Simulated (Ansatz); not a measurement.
# Relaxing Zr2CO2 MXene, 4 layers (80 atoms), part 2 of 2

Wanted: the relaxed structure of Zr2CO2 MXene, 4 layers (80 atoms) and its electronic structure.

Ansatz 0.2.0; Kohn-Sham DFT, PBE+D4, PAW (set soft_2), plane waves.

The cell: 16 C, 32 Zr and 32 O. The cell is under 6 Å thick along two periodic directions.

So far. Step 3 (Relaxation): The relaxation changed the energy by -65.1 meV/atom, and atoms moved by 1.6 Å r.m.s., 2.2 Å at most.

### 4. Structure statistics after relaxation

Bonds before and after, by the cutoffs listed below:

```tsv
pair	bonds before	bonds after	mean before (Å)	mean after (Å)	spread before (Å)	spread after (Å)
O-Zr	96	120	2.160	2.181	0.015	0.121
Zr-C	96	96	2.382	2.389	0.015	0.001
```

Normalised to the volume that the atoms fill. Pair distribution functions g(r), in bins of 0.2 Å:

```tsv
r (Å)	total	O-O	O-Zr	O-C	Zr-Zr	Zr-C	C-C
2.10	2.56	0.00	8.00	0.00	0.00	0.00	0.00
2.30	2.05	0.00	0.00	0.00	0.00	12.80	0.00
2.50	1.17	4.25	1.53	0.00	0.00	0.00	0.00
2.70	0.00	0.00	0.00	0.00	0.00	0.00	0.00
2.90	1.34	0.00	0.00	8.40	0.00	0.00	0.00
3.10	0.00	0.00	0.00	0.00	0.00	0.00	0.00
3.30	3.04	6.35	0.00	0.00	9.50	0.00	12.70
3.50	0.23	0.00	0.70	0.00	0.00	0.00	0.00
3.70	0.38	0.00	0.23	0.00	1.90	0.00	0.00
3.90	0.73	0.00	2.29	0.00	0.00	0.00	0.00
4.10	1.68	0.00	3.11	0.00	0.00	4.25	0.00
4.30	0.72	1.52	0.00	2.96	0.00	0.00	0.00
4.50	0.57	0.00	0.00	3.59	0.00	0.00	0.00
4.70	0.25	0.00	0.00	0.00	1.58	0.00	0.00
4.90	1.20	1.53	2.96	0.00	0.00	0.00	0.00
5.10	0.51	0.00	0.00	0.00	1.05	2.15	0.00
5.30	1.91	1.51	2.65	0.00	0.00	5.10	0.00
5.50	0.64	0.36	0.89	1.84	0.00	0.00	0.00
5.70	0.73	0.00	0.00	4.57	0.00	0.00	0.00
5.90	1.35	3.17	0.00	0.00	4.22	0.00	4.26
6.10	0.67	0.49	0.00	0.00	1.97	1.48	0.99
6.30	0.43	0.00	1.35	0.00	0.00	0.00	0.00
6.50	0.62	0.00	0.65	2.62	0.00	0.00	0.00
6.70	0.76	2.36	0.00	0.00	1.57	0.00	3.15
6.90	1.89	3.06	1.53	0.00	2.29	2.26	4.59
7.10	1.42	0.00	3.03	0.00	0.00	2.81	0.00
7.30	0.92	1.04	1.01	2.66	0.00	0.00	0.00
7.50	0.20	0.00	0.00	0.00	1.26	0.00	0.00
```

Bonds by pair of elements; cutoffs follow the first minimum of g(r), held within bounds set by covalent radii, and pairs that aren't listed don't count as bonded:

```tsv
pair A-B	cutoff (Å)	bonds	mean length (Å)	spread (Å)	shortest (Å)	B about A	A about B
O-Zr	2.82	120	2.18	0.121	2.12	3.75	3.75
Zr-C	2.81	96	2.39	0.001	2.39	3	6
```

How many atoms have how many bonded neighbours:

```tsv
element	mean	3	4	6	7
C	6	0	0	16	0
O	3.75	8	24	0	0
Zr	6.75	0	0	8	24
```

Bond angles (no mean is given where the spread exceeds 20°):

```tsv
angle	count	mean (°)	spread (°)
C-Zr-O	360	-	-
Zr-C-Zr	240	-	-
O-Zr-O	168	89	19
Zr-O-Zr	168	109	3.7
C-Zr-C	96	89.9	0
```

Bond length by coordination (bonds to H left out):

```tsv
element	coordination	atoms	mean bond length (Å)
O	3	8	2.14
O	4	24	2.19
Zr	6	8	2.26
Zr	7	24	2.28
```

By these cutoffs all C atoms have 6, 75 % of O atoms have 4 and 75 % of Zr atoms have 7 bonded neighbours. Bonds at O atoms with 3 neighbours average 2.14 Å, against 2.19 Å at those with 4.

### 5. Single point at the relaxed geometry

The electronic structure is read at the final geometry, in a run of its own.

Input file input.yaml:

```yaml
crystal:
  lattice:
    - [6.7524, 0.0, 0.0]
    - [-3.3762, 5.84775, 0.0]
    - [0.0, 0.0, 40.78]
  atoms:
    - { symbol: C, position: [0.95881, 0.91721, 0.27908] }
    - { symbol: Zr, position: [0.12543, 0.25049, 0.31293] }
    - { symbol: Zr, position: [0.29207, 0.08382, 0.2452] }
    - { symbol: O, position: [0.29211, 0.08385, 0.3331] }
    [... 70 atom lines left out ...]
    - { symbol: O, position: [0.12532, 0.25016, 0.667] }
    - { symbol: C, position: [0.95866, 0.41681, 0.72103] }
    - { symbol: Zr, position: [0.12533, 0.75026, 0.75491] }
    - { symbol: Zr, position: [0.29199, 0.58355, 0.68718] }
    - { symbol: O, position: [0.292, 0.58351, 0.77638] }
    - { symbol: O, position: [0.12532, 0.75017, 0.667] }
kpoints:
  mp_grid: { grid: [2, 2, 1] }
hamiltonian:
  xc: pbe
  dispersion: d4
scf:
  occupations: { method: fermi_dirac, width: 0.05 }
output:
  forces: true
  populations: true
  dos:
    method: { smearing: { sigma: 0.15 } }
    de: 0.1
    projected:
      site_lists:
        C: [C]
        O: [O]
        Zr: [Zr]
        layer_1: [0, 1, 2, 3, 4, 5, 6, 7, 8, 9, 10, 11, 12, 13, 14, 15, 16, 17, 18, 19]
        layer_2: [20, 21, 22, 23, 24, 25, 26, 27, 28, 29, 30, 31, 32, 33, 34, 35, 36, 37, 38, 39]
        layer_3: [40, 41, 42, 43, 44, 45, 46, 47, 48, 49, 50, 51, 52, 53, 54, 55, 56, 57, 58, 59]
        layer_4: [60, 61, 62, 63, 64, 65, 66, 67, 68, 69, 70, 71, 72, 73, 74, 75, 76, 77, 78, 79]
  eigenvalues: true
  write_density: true
  write_potential: true
  volumetric_format: npy
```

Run with:

```bash
$ ansatz run input.yaml --threads 8 --pin off --max-ram 15872MiB --backend cpu --events-out ev --progress --plain --runs-dir out
```

Numbers of over 12 decimals in the logs are rounded to 6 here.

The log of the run:

```text
[...]
Crystal: 80 atoms, lattice volume = 1610.253 Å³
Basis set: ecut = 420 eV, 31517 PW (Γ), exchange–correlation on 96×96×576 points (8 copies of the dense FFT grid, shifted against one another)
Bands: 400, of which v1, the nominal top of the filled ones, is band 320 counted from 1 (319 counted from 0)
Symmetry: 1 space group operations
[...]
k-points: 4
[...]
SCF iter   1: F=—  HF=-156170.488720 eV  |F-HF|=—  |Δ(HF+E_count)|=         —  Δρ=5.43e-3  dr2=9.42e-1  ethr=1.77e-3  ⟨swp⟩=6.0  Hψ=6141  notcnv=0  defer=149
[...]
SCF iter  11: F=-156170.367625 eV  HF=-156170.367625 eV  |F-HF|=9.08e-9  |Δ(HF+E_count)|=   1.47e-8  Δρ=1.02e-6  dr2=1.00e-8  ethr=1.56e-11  ⟨swp⟩=20.5  Hψ=13208  notcnv=0
SCF 1 converged in 11 iterations: F = -156170.367625 eV  dr2 = 1.00e-8
[...]
WARN: The output density's exchange-correlation potential varies sharply where the density is thin. Do not read a vacuum level from v_tot or v_xc, or from such a field of the output density. On a cell that repeats whose density bears no net charge and no dipole along the vacuum's axis use v_es (v_loc + v_h of the components); [...]
SCF converged after 11 iterations
Free energy (F): -156170.367625 eV
[...]
Internal energy: -156170.366513 eV  (E = F + TS)
E sigma→0 (E₀):  -156170.367069 eV
Entropy (-TS):   -0.001111 eV (-0.014 meV/atom)
Fermi energy:    6.587852 eV
[...]
--- Forces (eV/Å), atoms counted from 1 ---
  atom   1  C     -0.00024264    -0.00171287     0.00181291
  atom   2  Zr    -0.00033749     0.00289358     0.01036295
  atom   3  Zr     0.00094114     0.00226766     0.00095449
  atom   4  O      0.00233291    -0.00218282    -0.00007936
  atom   5  O     -0.00094409    -0.00057040     0.00344104
  atom   6  C     -0.00226442    -0.00022115     0.00201567
  atom   7  Zr     0.00055894    -0.00213125     0.01386646
  atom   8  Zr     0.00213343    -0.00012651     0.00128675
  atom   9  O     -0.00046258    -0.00067275    -0.00074371
  atom  10  O     -0.00045825    -0.00018467     0.00679885
  atom  11  C     -0.00109138     0.00000542     0.00225729
  atom  12  Zr     0.00049477     0.00219288     0.01052921
  atom  13  Zr     0.00024814     0.00027471     0.00137583
  atom  14  O     -0.00170324    -0.00132897    -0.00289987
[...]
atom  79  O     -0.00052230     0.00031886    -0.00590431
  atom  80  O      0.00089947     0.00233170     0.00122875
  max |Σ_I F_I| component: 2.99e-5 eV/Å
--- Band table (eV) ---
[...]
--- Löwdin populations: 80 sites ---
  site symbol       q [e]
     0      C      4.9240
     1     Zr     10.8365
     2     Zr     10.7975
[...]
79      O      6.6277
  spilling = 0.003962 (of n_electrons = 640.000000)
```

It took 72 s on 8 threads of Arm Neoverse V2, shared host; peak memory 11 GiB.

The program notes that the exchange-correlation potential is rough where the density is thin.

Numbers from this run:

| Quantity | Value |
| --- | --- |
| free energy | -156170.3676 eV |
| free energy per atom | -1952.1296 eV/atom |
| SCF cycles | 11 |
| r.m.s. force component | 0.00312 eV/Å |
| longest force | 0.01404 eV/Å |
| Fermi energy | 6.588 eV |
| gap (highest filled to lowest empty level) | 0.7369 eV |
| potential in mid-vacuum, over the Fermi level | 4.747 eV |
| potential 4.5 Å over the upper face | 4.748 eV |
| potential 4.5 Å under the lower face | 4.746 eV |
| spilling of the projection | 0.003962 |

Löwdin charges by element and coordination (they lack the spilled electrons, 0.032 e an atom on average):

```tsv
element	coordination	atoms	mean charge (e)	spread	least	most
C	all	16	-0.923	0.0011	-0.924	-0.922
O	all	32	-0.634	0.0112	-0.653	-0.627
O	3	8	-0.653	0	-0.653	-0.653
O	4	24	-0.627	4.0e-4	-0.628	-0.627
Zr	all	32	1.17	0.0163	1.16	1.20
Zr	6	8	1.20	0	1.20	1.20
Zr	7	24	1.16	0.001	1.16	1.17
```

By region:

```tsv
region	atoms	mean length of the force (eV/Å)
layer 1	20	0.005
layer 2	20	0.005
layer 3	20	0.004
layer 4	20	0.005
```

Density of states as counts of states in windows of 1 eV (from the Fermi level), total and the larger projections:

```tsv
from (eV)	to (eV)	total	Zr d	O p	layer 1	layer 4	layer 3	layer 2
-18	-17	1.7	0.2	0.0	0.8	0.9	0.0	0.0
-17	-11	0.0	0.0	0.0	0.0	0.0	0.0	0.0
-11	-10	0.8	0.1	0.0	0.2	0.2	0.2	0.2
-10	-9	31.2	6.7	0.7	7.8	7.8	7.7	7.7
-9	-8	0.0	0.0	0.0	0.0	0.0	0.0	0.0
-8	-7	2.6	0.7	1.5	0.4	0.4	0.9	0.9
-7	-6	30.0	7.3	20.2	5.0	5.0	10.0	10.0
-6	-5	60.2	12.9	41.7	14.2	14.1	15.8	15.8
-5	-4	77.4	15.8	53.4	23.0	23.0	15.5	15.5
-4	-3	24.3	3.2	17.2	5.7	5.7	6.3	6.2
-3	-2	38.8	11.6	7.6	10.2	10.2	9.0	9.0
-2	-1	49.7	12.1	10.5	11.7	11.8	12.8	12.8
-1	0	5.0	0.7	1.2	1.2	1.2	1.3	1.3
0	1	10.0	7.7	1.7	2.7	2.7	2.2	2.2
1	2	25.5	20.5	3.4	6.0	6.0	6.5	6.5
2	3	44.6	36.3	2.4	11.8	11.8	10.1	10.1
```

Between -26 and -18 eV lie 62 more states.

About 256 of the 640 electrons lie in deeper levels, below the stored range.

The levels nearest the highest filled one (over half full), pooled over k-points and spins:

```tsv
level less the highest filled one (eV)	occupation
-0.0277	2.00
-0.0271	2.00
-0.0133	2.00
-0.013	2.00
-8.0e-4	2.00
0	2.00
0.737	0.002
0.737	0.002
0.737	0.002
0.993	0
0.993	0
0.993	0
```

Planar average of the electrostatic potential energy along the normal, with the Fermi level as zero, after a running mean with a triangular window 4 Å wide at its base:

```tsv
height (Å)	potential energy (eV)
0.0	4.75
1.1	4.75
2.3	4.75
3.5	4.75
4.7	4.75
5.8	4.74
6.9	4.37
8.1	0.61
9.3	-7.80
10.5	-9.89
11.6	-9.30
12.7	-10.27
13.9	-7.87
15.2	-8.50
16.3	-10.20
17.4	-9.24
18.5	-10.24
19.7	-8.35
21.0	-7.99
22.1	-10.27
23.2	-9.27
24.4	-10.07
25.5	-8.90
26.8	-7.58
27.9	-10.15
29.0	-9.39
30.2	-9.71
31.3	-8.52
32.6	-0.27
33.7	4.17
34.8	4.73
36.0	4.75
37.1	4.75
38.4	4.75
39.5	4.75
40.6	4.75
```

Electrostatic potential energy in the ca plane at fractional y = 0.084, with atoms of Zr and O within 0.2 Å of it. With pseudopotentials it is smooth inside the atoms' cores, unlike the true potential.

Ten even steps from '0' (-65 eV) to '9' (9 eV), each cell a mean:
```
99999888999998889999998889999988999999888999
89998645789999998899975458999999889998644689
46997200379999964589851015899998546997300379
25986100279999952379840004899997325896100269
46997300379999964589851015899998546997300379
89998645789999998899975468999999889998655789
99999888999998889999998889999988899999888999
99999999999998788999999999999877899999999999
99999999999998788999999999999877899999999999
99999888999998889999998889999988999999888999
89998645789999998899975458999999889998644689
46997200379999964589851015899998546997300379
25986100279999952379840004899997325896100269
46997300379999964589851015899998546997300379
89998645789999998899975468999999889998655789
99999888999998889999998889999988899999888999
99999999999998788999999999999877899999999999
99999999999998788999999999999877899999999999
```
Columns run along c (16.0 Å, from fractional 0.33 to 0.73 of the cell; values clipped at the 3rd and 97th percentile), rows up along a (6.8 Å). Atoms in or near the plane, at fractional coordinates: Zr at (0.39, 0.79), O at (0.48, 0.79), Zr at (0.39, 0.29), O at (0.48, 0.29), Zr at (0.54, 0.29), O at (0.63, 0.29), Zr at (0.54, 0.79), O at (0.63, 0.79), Zr at (0.69, 0.79), Zr at (0.69, 0.29).

Valence density in the ca plane at fractional y = 0.084, with atoms of Zr and O within 0.2 Å of it. It is the smooth field of the valence electrons, not physical close to the nuclei.

Ten even steps from '0' (0.0 e/Å³) to '9' (7.0 e/Å³), each cell a mean:
```
00000000000000000000000000000000000000000000
10000122100000001100002210000000111000000000
63001355300000026510024542000001463100000000
95101455410000149820025452000001696100000000
63000355300000026410014541000001363000000000
10000122100000001100001210000000110000000000
00000000000000000000000000000000000000000000
00000000000000000000000000000000000000000000
00000000000000000000000000000000000000000000
00000000000000000000000000000000000000000000
10000122100000001100002210000000111000000000
63001355300000026510024542000001463100000000
95101455410000149820025452000001696100000000
63000355300000026410014541000001363000000000
10000122100000001100001210000000110000000000
00000000000000000000000000000000000000000000
00000000000000000000000000000000000000000000
00000000000000000000000000000000000000000000
```
Columns run along c (16.0 Å, from fractional 0.48 to 0.87 of the cell), rows up along a (6.8 Å). Atoms in or near the plane, at fractional coordinates: Zr at (0.54, 0.29), O at (0.63, 0.29), Zr at (0.54, 0.79), O at (0.63, 0.79), Zr at (0.69, 0.79), O at (0.78, 0.79), Zr at (0.69, 0.29), O at (0.78, 0.29).

Mean Löwdin charges: C -0.92, O -0.63, Zr +1.17 e (they miss 0.40 % of the electrons, so they add up to more than the cell's charge). The potential stands 5.13 eV above the highest filled level over the upper face and 5.13 eV under the lower one, a reading of the ionisation potential at this level on the run's k-points.

The surroundings of O60, picked at random, nearest first, numbered as they follow in the input and with coordinates relative to it.

```tsv
atom	x	y	z	distance (Å)	bonds	Löwdin charge (e)
O60	0.00	0.00	0.00	0.00	4	-0.63
Zr58	1.69	-0.97	0.82	2.12	7	1.17
Zr53	0.00	1.95	0.82	2.12	7	1.17
Zr48	-1.69	-0.97	0.82	2.12	7	1.17
Zr27	0.00	0.00	-2.42	2.42	7	1.17
O29	1.69	-0.97	-1.60	2.52	4	-0.63
O39	-1.69	-0.97	-1.60	2.52	4	-0.63
O24	0.00	1.95	-1.60	2.52	4	-0.63
```

The column of bonds counts only the pairs O-Zr within 2.82 Å, Zr-C within 2.81 Å; other neighbours, such as metal atoms beside each other in a compound, aren't counted, and periodic images can show an atom twice.

### 6. Results

| Quantity | Value |
| --- | --- |
| energy change in the relaxation | -65.08 meV/atom |
| r.m.s. displacement | 1.61 Å |
| largest displacement | 2.191 Å |
| free energy per atom | -1952.1296 eV/atom |
| r.m.s. force component | 0.00312 eV/Å |
| gap (highest filled to lowest empty level) | 0.7369 eV |
| potential in mid-vacuum, over the Fermi level | 4.747 eV |
| wall time of the 3 DFT runs | 12 min |

Relaxation lowers the energy by 65.1 meV/atom and moves atoms by 1.6 Å r.m.s.; the r.m.s. force component goes from 0.42 to 0.0031 eV/Å, and the gap from 0.803 to 0.737 eV. By the final cutoffs 0 of 192 bonded pairs parted and 24 joined. First to last step the energy falls by 5.206 eV; the largest move, 2.19 Å, is that of O10, with 11 other atoms within 2 % of it. Judged within 0.08 Å, the space group went from C2/m to P-3m1. The O-Zr bonds change most in mean length: from 2.160 Å (spread 0.015) to 2.181 Å (spread 0.121), and their number from 96 to 120. Counting bonds as in the table, all C atoms have 6, 75 % of O atoms have 4 and 75 % of Zr atoms have 7 bonded neighbours. Between filled and empty levels lie 0.737 eV on the run's k-points; the mesh holds the band edges only if they fold onto it, so the gap at this level can be narrower or closed, while semilocal functionals tend to narrow gaps against experiment. The potential stands 5.13 eV above the highest filled level over the upper face and 5.13 eV under the lower one, a reading of the ionisation potential at this level on the run's k-points.

[Logs are printed without paths, hosts, clocks, repeated set-up lines and the standing remarks that a program may print on its own settings, such as how far it seeks lower states.]

[Hosts, paths, dates, database ids (printed as entryN), source tags and the programs' standing remarks are cut or masked in the printed files.]
